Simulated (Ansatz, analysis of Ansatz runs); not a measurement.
## YScO3 (Pnma), nudged elastic band: V_O hop (3.0 Å) (q = +2)

Wanted: path and barrier of a jump of O in YScO3 (Pnma) at charge +2. The case: V_O hop (3.0 Å), in a cell of 40 host atoms with 1 O taken out.

Calculated with Ansatz 0.2.0; plane-wave PAW DFT, LDA; nudged elastic band between two relaxed defect structures at fixed charge in a uniform background.

### 1. The starting structure

The cell holds 39 atoms: 8 Y, 8 Sc and 23 O. Its edges and angles: a = 9.434 Å, b = 7.769 Å, c = 9.607 Å, α = 64.8°, β = 48.2°, γ = 67.1°. It derives from YScO3 (space group Pnma). Nearest the centre at fractional (0.530, 0.190, 0.879): Sc16 at 1.42 Å, O35 at 1.50 Å, Y8 at 2.03 Å, O23 at 2.45 Å, O30 at 2.57 Å, O28 at 2.58 Å, O19 at 2.93 Å, Sc12 at 2.94 Å. The cell carries charge +2.

Coordinates:

```xyz
39
Lattice="0.0000 7.7756 5.3416 5.6413 0.0000 5.3416 5.6413 7.7756 0.0000" Properties=species:S:1:pos:R:3 pbc="T T T"
Y     5.2743    5.8317    5.2329
Y     5.2743   13.6074    5.2329
Y     3.1877    1.9439    2.5621
Y     8.8291    9.7196    7.9037
Y     2.4536    5.8317    2.7795
Y     8.0949   13.6074    8.1212
Y     6.0084    1.9439    5.4503
Y     6.0084    9.7196    5.4503
Sc    5.6413    7.7756    2.6708
Sc    5.6413    7.7756    8.0124
Sc    2.8207    3.8878    0.0000
Sc    2.8207    3.8878    5.3416
Sc    8.4620    7.7756    5.3416
Sc    2.8207    7.7756    5.3416
Sc    5.6413    3.8878    2.6708
Sc    0.0000    3.8878    2.6708
O     5.3251    9.7196    8.7056
O     4.5466    3.3604    6.3613
O     4.5466   11.1361    6.3613
O    10.1880    8.3030    6.3613
O     4.5466    8.3030    6.3613
O     3.9154    4.4152    3.6905
O     9.5568   12.1909    9.0321
O     3.9154    7.2482    3.6905
O     9.5568   15.0239    9.0321
O     8.7783    5.8317    6.0348
O     3.1369    5.8317    6.0348
O     8.1458    9.7196    4.6484
O     2.5044    9.7196    4.6484
O     1.7259    3.3604    1.6511
O     7.3673   11.1361    6.9927
O     1.7259    0.5274    1.6511
O     7.3673    8.3030    6.9927
O     6.7361    4.4152    4.3219
O     6.7361   12.1909    4.3219
O     6.7361    7.2482    4.3219
O     1.0947    7.2482    4.3219
O     5.9576    5.8317    1.9776
O     5.9576    5.8317    7.3192
```

The cell's shortest repeat is 7.8 Å.

### 2. Relaxation of the start point, charge +2

The ends come first: from an unrelaxed start the top is counted from too high an energy, and the barrier comes out too low. Small random displacements break the symmetry of the ideal sites, so that the defect can distort if it gains by it. The charge of +2 is set by the electron count, and a uniform background keeps the cell neutral.

qp2.start/input.yaml reads:

```yaml
crystal:
  lattice:
    - [0.0, 7.77564706, 5.34161926]
    - [5.64134763, 0.0, 5.34161926]
    - [5.64134763, 7.77564706, 0.0]
  atoms:
    - { symbol: "Y", position: [0.39735706, 0.58228854, 0.35264294] }
    - { symbol: "Y", position: [0.89735706, 0.08228854, 0.85264294] }
    - { symbol: "Y", position: [0.08228854, 0.39735706, 0.16771146] }
    - { symbol: "Y", position: [0.58228854, 0.89735706, 0.66771146] }
    - { symbol: "Y", position: [0.41771146, 0.10264294, 0.33228854] }
    - { symbol: "Y", position: [0.91771146, 0.60264294, 0.83228854] }
    - { symbol: "Y", position: [0.10264294, 0.91771146, 0.14735706] }
    - { symbol: "Y", position: [0.60264294, 0.41771146, 0.64735706] }
    - { symbol: Sc, position: [0.25, 0.25, 0.75] }
    - { symbol: Sc, position: [0.75, 0.75, 0.25] }
    - { symbol: Sc, position: [0.0, 0.0, 0.5] }
    - { symbol: Sc, position: [0.5, 0.5, 0.0] }
    - { symbol: Sc, position: [0.25, 0.75, 0.75] }
    - { symbol: Sc, position: [0.75, 0.25, 0.25] }
    - { symbol: Sc, position: [0.0, 0.5, 0.5] }
    - { symbol: Sc, position: [0.5, 0.0, 0.0] }
    - { symbol: O, position: [0.9679132, 0.66185626, 0.2820868] }
    - { symbol: O, position: [0.40856091, 0.7823334, 0.02361216] }
    - { symbol: O, position: [0.90856091, 0.2823334, 0.52361216] }
    - { symbol: O, position: [0.22638784, 0.96450647, 0.84143909] }
    - { symbol: O, position: [0.72638784, 0.46450647, 0.34143909] }
    - { symbol: O, position: [0.2823334, 0.40856091, 0.28549353] }
    - { symbol: O, position: [0.7823334, 0.90856091, 0.78549353] }
    - { symbol: O, position: [0.46450647, 0.22638784, 0.4676666] }
    - { symbol: O, position: [0.96450647, 0.72638784, 0.9676666] }
    - { symbol: O, position: [0.16185626, 0.9679132, 0.58814374] }
    - { symbol: O, position: [0.66185626, 0.4679132, 0.08814374] }
    - { symbol: O, position: [0.33814374, 0.5320868, 0.91185626] }
    - { symbol: O, position: [0.83814374, 0.0320868, 0.41185626] }
    - { symbol: O, position: [0.2176666, 0.09143909, 0.21450647] }
    - { symbol: O, position: [0.7176666, 0.59143909, 0.71450647] }
    - { symbol: O, position: [0.03549353, 0.27361216, 0.0323334] }
    - { symbol: O, position: [0.53549353, 0.77361216, 0.5323334] }
    - { symbol: O, position: [0.09143909, 0.7176666, 0.47638784] }
    - { symbol: O, position: [0.59143909, 0.2176666, 0.97638784] }
    - { symbol: O, position: [0.27361216, 0.53549353, 0.65856091] }
    - { symbol: O, position: [0.77361216, 0.03549353, 0.15856091] }
    - { symbol: O, position: [0.0320868, 0.33814374, 0.7179132] }
    - { symbol: O, position: [0.5320868, 0.83814374, 0.2179132] }
total_charge: 2
basis:
  ecutwfc: 420
  xc_grid: 2
hamiltonian:
  xc: lda
kpoints:
  mp_grid: { grid: [1, 1, 1], shift: [0.25, 0.25, 0.25] }
scf:
  occupations: { method: fixed }
  max_iter: 60
output:
  forces: true
relax:
  f_tol: 0.02
  max_steps: 70
  random_displacement: { amplitude: 0.03, seed: 5435 }
```

The run is started by

```sh
> ansatz run input.yaml --threads 4 --pin off --max-ram 7536MiB --backend cpu --events-out ev --progress --plain --runs-dir out
```

Numbers of over 12 decimals in the logs are rounded to 6 here.

Output:

```text
[... repeated set-up lines and file paths are left out, and long positions are rounded to six places ...]
The last accepted step is kept in <dir> (removed where the run ends without a failure and the disk answers)
Engine: ansatz 0.2.0, aarch64-unknown-linux-gnu
Pseudopotentials: kind: paw
Pseudopotential: Y, paw, valence charge 11, recommended cutoff 420 eV (normal), Y.paw.azcp
Pseudopotential: Sc, paw, valence charge 11, recommended cutoff 420 eV (normal), Sc.paw.azcp
Pseudopotential: O, paw, valence charge 6, recommended cutoff 420 eV (normal), O.paw.azcp
Functional definition: SPW92
  exchange = slater_x
  correlation = pw_c
Crystal: 39 atoms, lattice volume = 468.622 Å³
Basis set: ecut = 420 eV, 9099 PW (Γ), exchange–correlation on 128×108×144 points (8 copies of the dense FFT grid, shifted against one another)
Bands: 195, of which v1, the nominal top of the filled ones, is band 156 counted from 1 (155 counted from 0)
Symmetry: 1 space group operations
k-points: 1
Non-local potential: Y, projectors of the file, l = 0: 3, l = 1: 2, l = 2: 2, l = 3: 1
Non-local potential: Sc, projectors of the file, l = 0: 3, l = 1: 2, l = 2: 3, l = 3: 1
Non-local potential: O, projectors of the file, l = 0: 2, l = 1: 2, l = 2: 1
PAW form: soft (Blöchl's): semilocal exchange-correlation on the pseudo side does not see the compensation charge
PAW frozen core: Y, regenerated for the run's functional, and the local potential with it (the file was generated under x = pbe(κ = 0.804, μ = 0.219515), c = pbe(β = 0.066725))
PAW frozen core: Sc, regenerated for the run's functional, and the local potential with it (the file was generated under x = pbe(κ = 0.804, μ = 0.219515), c = pbe(β = 0.066725))
PAW frozen core: O, regenerated for the run's functional, and the local potential with it (the file was generated under x = pbe(κ = 0.804, μ = 0.219515), c = pbe(β = 0.066725))
PAW one-centre angular grid: Y, 590 points (default); XC on 64 Gauss nodes
PAW one-centre angular grid: Sc, 590 points (default); XC on 64 Gauss nodes
PAW one-centre angular grid: O, 110 points (default); XC on 64 Gauss nodes
Initial density: superposition of atomic densities (neutral atoms scaled as one to the charged cell's electrons: chi_scale 0, normalization atom), corrected by the library's trained network
Initial wavefunctions: pseudopotential atomic-orbital guess
Functional: x = slater, c = lda
SCF iter   1: F=—  HF=-59555.177363 eV  |F-HF|=—  |Δ(HF+E_count)|=         —  Δρ=1.75e-2  dr2=6.15e0  ethr=1.77e-3  ⟨swp⟩=4.0  Hψ=619  notcnv=0  defer=37
preconditioner: auto → Resta (q_TF=auto, 2.549 Å⁻¹)  ε∞=3.9  [insulator: Δε(μ)=3.110 eV  Ē_g=16.826 eV  n_scr=126 (ndim 8)  ℏωp=28.7 eV  f_vac=0.000  ε∞_Penn≈3.9]
SCF iter   2: F=—  HF=-59553.706766 eV  |F-HF|=—  |Δ(HF+E_count)|=    1.47e0  Δρ=1.07e-2  dr2=1.79e0  ethr=1.77e-3  ⟨swp⟩=3.0  Hψ=214  notcnv=0  defer=37
SCF iter   3: F=—  HF=-59553.151175 eV  |F-HF|=—  |Δ(HF+E_count)|=   5.56e-1  Δρ=7.93e-3  dr2=2.70e-1  ethr=5.74e-4  ⟨swp⟩=4.0  Hψ=518  notcnv=0  defer=37
SCF iter   4: F=—  HF=-59553.095270 eV  |F-HF|=—  |Δ(HF+E_count)|=   5.59e-2  Δρ=3.47e-3  dr2=5.25e-2  ethr=8.67e-5  ⟨swp⟩=3.0  Hψ=256  notcnv=0  defer=37
SCF iter   5: F=—  HF=-59553.085183 eV  |F-HF|=—  |Δ(HF+E_count)|=   1.01e-2  Δρ=6.78e-4  dr2=2.84e-3  ethr=1.68e-5  ⟨swp⟩=2.0  Hψ=251  notcnv=0  defer=37
SCF iter   6: F=—  HF=-59553.086086 eV  |F-HF|=—  |Δ(HF+E_count)|=   9.03e-4  Δρ=3.00e-4  dr2=4.29e-4  ethr=9.10e-7  ⟨swp⟩=2.0  Hψ=309  notcnv=0  defer=37
SCF iter   7: F=—  HF=-59553.086084 eV  |F-HF|=—  |Δ(HF+E_count)|=   2.53e-6  Δρ=1.50e-4  dr2=9.38e-5  ethr=1.37e-7  ⟨swp⟩=2.0  Hψ=252  notcnv=0  defer=37
SCF iter   8: F=-59553.086078 eV  HF=-59553.086080 eV  |F-HF|=1.59e-6  |Δ(HF+E_count)|=   4.06e-6  Δρ=2.72e-5  dr2=4.22e-6  ethr=3.21e-9  ⟨swp⟩=2.0  Hψ=628  notcnv=0
SCF 1 converged in 8 iterations: F = -59553.086078 eV  dr2 = 4.22e-6
  greatest PAW one-centre occupation: 0.998 electrons in one spin orbital (limit 2), on the Sc atom at site 12 (counted from 0), in its partial waves of l = 0
relax step   1: F+E_penalty+E_count = -59553.08607801 eV  Δ(F+E_penalty+E_count) = +0.000e0 eV  max|allowed force component| = 3.615e0 eV/Å  Δτ_max = 0.0000 Å  (8 SCF iters, dr2 threshold 1.00e-5 eV, accepted)
[... the SCF cycles and remarks between the steps are left out from here to the last step ...]
relax step   2: F+E_penalty+E_count = -59554.78200126 eV  Δ(F+E_penalty+E_count) = -1.696e0 eV  max|allowed force component| = 1.034e0 eV/Å  Δτ_max = 0.1984 Å  (7 SCF iters, dr2 threshold 1.00e-4 eV, accepted)
relax step   3: F+E_penalty+E_count = -59555.15918923 eV  Δ(F+E_penalty+E_count) = -3.772e-1 eV  max|allowed force component| = 5.836e-1 eV/Å  Δτ_max = 0.0845 Å  (6 SCF iters, dr2 threshold 6.68e-5 eV, accepted)
relax step   4: F+E_penalty+E_count = -59555.29853916 eV  Δ(F+E_penalty+E_count) = -1.393e-1 eV  max|allowed force component| = 2.688e-1 eV/Å  Δτ_max = 0.2000 Å  (7 SCF iters, dr2 threshold 2.78e-5 eV, accepted)
relax step   5: F+E_penalty+E_count = -59555.35190041 eV  Δ(F+E_penalty+E_count) = -5.336e-2 eV  max|allowed force component| = 3.699e-2 eV/Å  Δτ_max = 0.0734 Å  (5 SCF iters, dr2 threshold 1.53e-5 eV, accepted)
SCF iter   1: F=—  HF=-59555.352480 eV  |F-HF|=—  |Δ(HF+E_count)|=         —  Δρ=6.50e-4  dr2=1.68e-3  ethr=4.05e-6  ⟨swp⟩=3.0  Hψ=312  notcnv=0  defer=37
SCF iter   2: F=—  HF=-59555.352074 eV  |F-HF|=—  |Δ(HF+E_count)|=   4.06e-4  Δρ=3.26e-4  dr2=4.04e-4  ethr=5.39e-7  ⟨swp⟩=2.0  Hψ=324  notcnv=0  defer=37
SCF iter   3: F=—  HF=-59555.351982 eV  |F-HF|=—  |Δ(HF+E_count)|=   9.19e-5  Δρ=1.71e-4  dr2=1.17e-4  ethr=1.29e-7  ⟨swp⟩=2.0  Hψ=281  notcnv=0  defer=30
SCF iter   4: F=—  HF=-59555.351954 eV  |F-HF|=—  |Δ(HF+E_count)|=   2.81e-5  Δρ=3.53e-5  dr2=5.41e-6  ethr=3.74e-8  ⟨swp⟩=2.0  Hψ=255  notcnv=0  defer=30
SCF iter   5: F=—  HF=-59555.352846 eV  |F-HF|=—  |Δ(HF+E_count)|=   8.91e-4  Δρ=8.57e-6  dr2=3.05e-7  ethr=1.73e-9  ⟨swp⟩=2.0  Hψ=234  notcnv=0  defer=30
SCF iter   6: F=—  HF=-59555.352846 eV  |F-HF|=—  |Δ(HF+E_count)|=   1.24e-8  Δρ=5.33e-6  dr2=1.12e-7  ethr=3.21e-11  ⟨swp⟩=4.0  Hψ=559  notcnv=0
SCF iter   7: F=-59555.352846 eV  HF=-59555.352846 eV  |F-HF|=2.96e-9  |Δ(HF+E_count)|=   1.75e-8  Δρ=1.53e-6  dr2=9.48e-9  ethr=3.21e-11  ⟨swp⟩=4.0  Hψ=496  notcnv=0
SCF 6 converged in 7 iterations: F = -59555.352846 eV  dr2 = 9.48e-9
relax step   6: F+E_penalty+E_count = -59555.35284561 eV  Δ(F+E_penalty+E_count) = -9.452e-4 eV  max|allowed force component| = 1.356e-2 eV/Å  Δτ_max = 0.0112 Å  (7 SCF iters, accepted)
SCF converged after 7 iterations
Free energy (F): -59555.352846 eV
Harris-Foulkes:  -59555.352846 eV  (|F-HF|=2.96e-9)
Internal energy: -59555.352846 eV  (E = F + TS)
E sigma→0 (E₀):  -59555.352846 eV
Fermi energy:    9.411171 eV
--- Per-component energies (eV) ---
  E_band       = -1487.412541
  E_kinetic    = 8583.952276
  E_local      = -16843.282300  (includes V_loc(G=0)·N_el)
  E_nonlocal   = 2229.030096
  E_hartree    = 5779.633793
  E_xc         = -3894.817649
  E_vxc        = -4798.841808  (∫ρ·V_xc dr)
  E_paw        = -32447.647681  (= ΣΔE_a)
  E_vpaw       = -2217.595657  (= ΣTr[D̂ρ^β])
  E_aug_tail   = 0.057894  (compensation charges beyond the density's cutoff)
  E_ewald      = -22969.584536
  E_core_change = 7.305263  (= ΣΔE_core)
  E_smearing   = -0.000000  (= −TS)
  E_closure    = -0.000000  (closes the sum)
  E_deformation_potential = 41.989882  (in the stress; not in F)
  Σ components = -59555.352846   (vs F -59555.352846, Δ=0.00e0)
--- Forces (eV/Å), atoms counted from 1 ---
  atom   1  Y      0.00000724     0.00139816     0.00188463
  atom   2  Y     -0.00140432    -0.00332803    -0.00315866
  atom   3  Y     -0.00332596     0.00470540    -0.00442498
  atom   4  Y      0.01032197    -0.00083012    -0.00088315
  atom   5  Y      0.00042098     0.00241107    -0.00460121
  atom   6  Y     -0.00091086    -0.00377795    -0.00541834
  atom   7  Y     -0.00250982    -0.00324937    -0.00322054
  atom   8  Y     -0.00585479     0.00579412    -0.00491713
  atom   9  Sc    -0.00630254     0.00369034     0.00680625
  atom  10  Sc    -0.00354963    -0.00237536    -0.00558528
  atom  11  Sc     0.00837125     0.00210203    -0.00486920
  atom  12  Sc    -0.00146163    -0.00536495     0.00130555
  atom  13  Sc     0.01355668    -0.00206250     0.00077559
  atom  14  Sc     0.00555533     0.01091673     0.00528167
  atom  15  Sc     0.00106164    -0.00369003    -0.00333739
  atom  16  Sc     0.00048997     0.00439868     0.01061329
  atom  17  O      0.00569433    -0.00080789     0.00430730
  atom  18  O     -0.00095358     0.00270375    -0.00054894
  atom  19  O     -0.00033824    -0.00124676     0.00617962
  atom  20  O     -0.00305622    -0.00132887    -0.00416488
  atom  21  O      0.00645157     0.00215040     0.00642464
  atom  22  O      0.00054233    -0.00099173     0.00295052
  atom  23  O      0.00252447     0.00084553    -0.00442377
  atom  24  O     -0.00229795    -0.00886924    -0.00237559
  atom  25  O      0.00569224    -0.00101428    -0.00019429
  atom  26  O     -0.00162615    -0.00184403    -0.00241790
  atom  27  O      0.00026800    -0.00230756     0.00120486
  atom  28  O      0.00092866     0.00231573     0.00710075
  atom  29  O     -0.00540507     0.00293068     0.00411670
  atom  30  O     -0.00150180    -0.00305406    -0.00294429
  atom  31  O     -0.00233412     0.00394497    -0.00163958
  atom  32  O     -0.00718198    -0.00439243    -0.00484958
  atom  33  O     -0.00079615     0.00841322    -0.00313246
  atom  34  O     -0.00189547     0.00594495    -0.00163926
  atom  35  O      0.00388171    -0.00315502    -0.00525723
  atom  36  O     -0.00268036    -0.00040127     0.00370421
  atom  37  O     -0.01018270     0.00063486     0.00377367
  atom  38  O      0.00181935    -0.00551353     0.00479248
  atom  39  O     -0.00201565    -0.00568897     0.00280914
  max |Σ_I F_I| component: 2.72e-5 eV/Å
--- Relaxed structure (6 steps of the walk, 6 accepted, 0 SCFs on fresh bases) ---
  F+E_penalty+E_count = -59555.35284561 eV   max|allowed force component| = 1.356e-2 eV/Å
  atoms:
    - { symbol: Y, position: [0.402555, 0.570530, 0.367154] }
    - { symbol: Y, position: [0.882865, 0.089588, 0.847623] }
    - { symbol: Y, position: [0.080382, 0.391551, 0.169520] }
    - { symbol: Y, position: [0.588831, 0.891331, 0.660925] }
    - { symbol: Y, position: [0.421782, 0.098681, 0.347361] }
    - { symbol: Y, position: [0.904818, 0.617726, 0.827304] }
    - { symbol: Y, position: [0.106422, 0.918914, 0.144355] }
    - { symbol: Y, position: [0.613631, 0.442102, 0.637371] }
    - { symbol: Sc, position: [0.218961, 0.253259, 0.753850] }
    - { symbol: Sc, position: [0.760313, 0.753112, 0.241473] }
    - { symbol: Sc, position: [0.006696, 0.000362, 0.492829] }
    - { symbol: Sc, position: [0.493472, 0.499846, 0.006826] }
    - { symbol: Sc, position: [0.242868, 0.749801, 0.757652] }
    - { symbol: Sc, position: [0.756939, 0.249976, 0.243284] }
    - { symbol: Sc, position: [0.009295, 0.504342, 0.489444] }
    - { symbol: Sc, position: [0.496987, -0.024178, 0.030214] }
    - { symbol: O, position: [0.972244, 0.660665, 0.277848] }
    - { symbol: O, position: [0.415638, 0.791415, 0.007188] }
    - { symbol: O, position: [0.913966, 0.285229, 0.518066] }
    - { symbol: O, position: [0.243304, 0.964035, 0.834901] }
    - { symbol: O, position: [0.731467, 0.467330, 0.336853] }
    - { symbol: O, position: [0.293597, 0.402792, 0.297036] }
    - { symbol: O, position: [0.761961, 0.928868, 0.774123] }
    - { symbol: O, position: [0.475896, 0.214981, 0.489718] }
    - { symbol: O, position: [0.952787, 0.743855, 0.957325] }
    - { symbol: O, position: [0.159661, 0.970427, 0.590411] }
    - { symbol: O, position: [0.660077, 0.470983, 0.090096] }
    - { symbol: O, position: [0.337107, 0.529070, 0.912865] }
    - { symbol: O, position: [0.842080, 0.028634, 0.408010] }
    - { symbol: O, position: [0.217790, 0.089331, 0.203749] }
    - { symbol: O, position: [0.718457, 0.589148, 0.711673] }
    - { symbol: O, position: [0.045671, 0.260028, 0.033035] }
    - { symbol: O, position: [0.537135, 0.770555, 0.531527] }
    - { symbol: O, position: [0.095522, 0.714771, 0.480939] }
    - { symbol: O, position: [0.579978, 0.219787, 0.970961] }
    - { symbol: O, position: [0.272552, 0.523178, 0.672181] }
    - { symbol: O, position: [0.766210, 0.042309, 0.155629] }
    - { symbol: O, position: [0.018019, 0.342328, 0.723686] }
    - { symbol: O, position: [0.526599, 0.834887, 0.231691] }
```

Elapsed: 21 s, on 4 threads of Arm Neoverse V2, shared host; peak memory 0.78 GiB.

The steps of the relaxation:

| step | energy less that of the first step (eV) | largest force component (eV/Å) |
| --- | --- | --- |
| 1 | 0.0000 | 3.6148 |
| 2 | -1.6959 | 1.0335 |
| 3 | -2.0731 | 0.5836 |
| 4 | -2.2125 | 0.2688 |
| 5 | -2.2658 | 0.0370 |
| 6 | -2.2668 | 0.0136 |

The atoms that moved most (Å, from the sites as typed, ahead of the random displacement, the mean shift of all atoms taken out):

| atom | dx | dy | dz | length |
| --- | --- | --- | --- | --- |
| O24 | 0.057 | 0.260 | -0.001 | 0.266 |
| Sc9 | 0.037 | -0.212 | -0.149 | 0.262 |
| Sc16 | 0.031 | 0.211 | -0.146 | 0.259 |
| O23 | 0.047 | -0.247 | -0.001 | 0.252 |
| Y8 | 0.078 | 0.008 | 0.188 | 0.204 |
| O22 | 0.029 | 0.177 | 0.029 | 0.182 |
| O25 | 0.037 | -0.172 | 0.030 | 0.178 |
| Y5 | 0.059 | 0.149 | 0.000 | 0.160 |

The relaxed structure:

```xyz
39
Lattice="0.0000 7.7756 5.3416 5.6413 0.0000 5.3416 5.6413 7.7756 0.0000" Properties=species:S:1:pos:R:3 pbc="T T T"
Y     5.2898    5.9850    5.1978
Y     5.2871   13.4557    5.1945
Y     3.1652    1.9431    2.5209
Y     8.7568    9.7177    7.9065
Y     2.5163    5.9806    2.7801
Y     8.1519   13.4684    8.1329
Y     5.9983    1.9500    5.4770
Y     6.0897    9.7273    5.6393
Sc    5.6814    7.5642    2.5224
Sc    5.6108    7.7895    8.0841
Sc    2.7823    3.8841    0.0377
Sc    2.8583    3.8901    5.3059
Sc    8.5041    7.7797    5.3025
Sc    2.7827    7.7774    5.3786
Sc    5.6063    3.8780    2.7437
Sc    0.0340    4.0993    2.5256
O     5.2945    9.7203    8.7224
O     4.5052    3.2877    6.4476
O     4.5317   11.1350    6.4056
O    10.1484    8.3837    6.4491
O     4.5367    8.3069    6.4035
O     3.9480    4.5926    3.7198
O     9.6072   11.9440    9.0318
O     3.9755    7.5083    3.6904
O     9.5969   14.8524    9.0628
O     8.8052    5.8323    6.0365
O     3.1652    5.8331    6.0417
O     8.1345    9.7193    4.6268
O     2.4633    9.7203    4.6510
O     1.6534    3.2777    1.6405
O     7.3384   11.1202    6.9847
O     1.6533    0.6120    1.6329
O     7.3455    8.3095    6.9852
O     6.7454    4.4824    4.3283
O     6.7174   12.0596    4.2720
O     6.7434    7.3459    4.2505
O     1.1166    7.1679    4.3188
O     6.0138    5.7672    1.9248
O     6.0169    5.8962    7.2725
```

Neighbours of O35 at the end:

| atom | distance (Å) |
| --- | --- |
| Sc16 | 2.042 |
| Sc12 | 2.098 |
| Y2 | 2.201 |
| Y5 | 2.679 |
| O28 | 2.759 |
| Y8 | 2.775 |
| O23 | 2.815 |
| O30 | 2.876 |
| O37 | 2.885 |
| O39 | 2.928 |

This step gave:

| Property | Result |
| --- | --- |
| free energy | -59555.3528 eV |
| largest move from the ideal geometry of this structure, a common shift of the far atoms taken out | 0.2701 Å |

The relaxation gained 2.267 eV and ended with a largest force component of 0.014 eV/Å.

(Part 1 of 4 ends here.)

[Logs are printed without paths, hosts, clocks, repeated set-up lines and the standing remarks that a program may print on its own settings, such as how far it seeks lower states.]

[Hosts, paths, dates, database ids (printed as entryN), source tags and the programs' standing remarks are cut or masked in the printed files.]
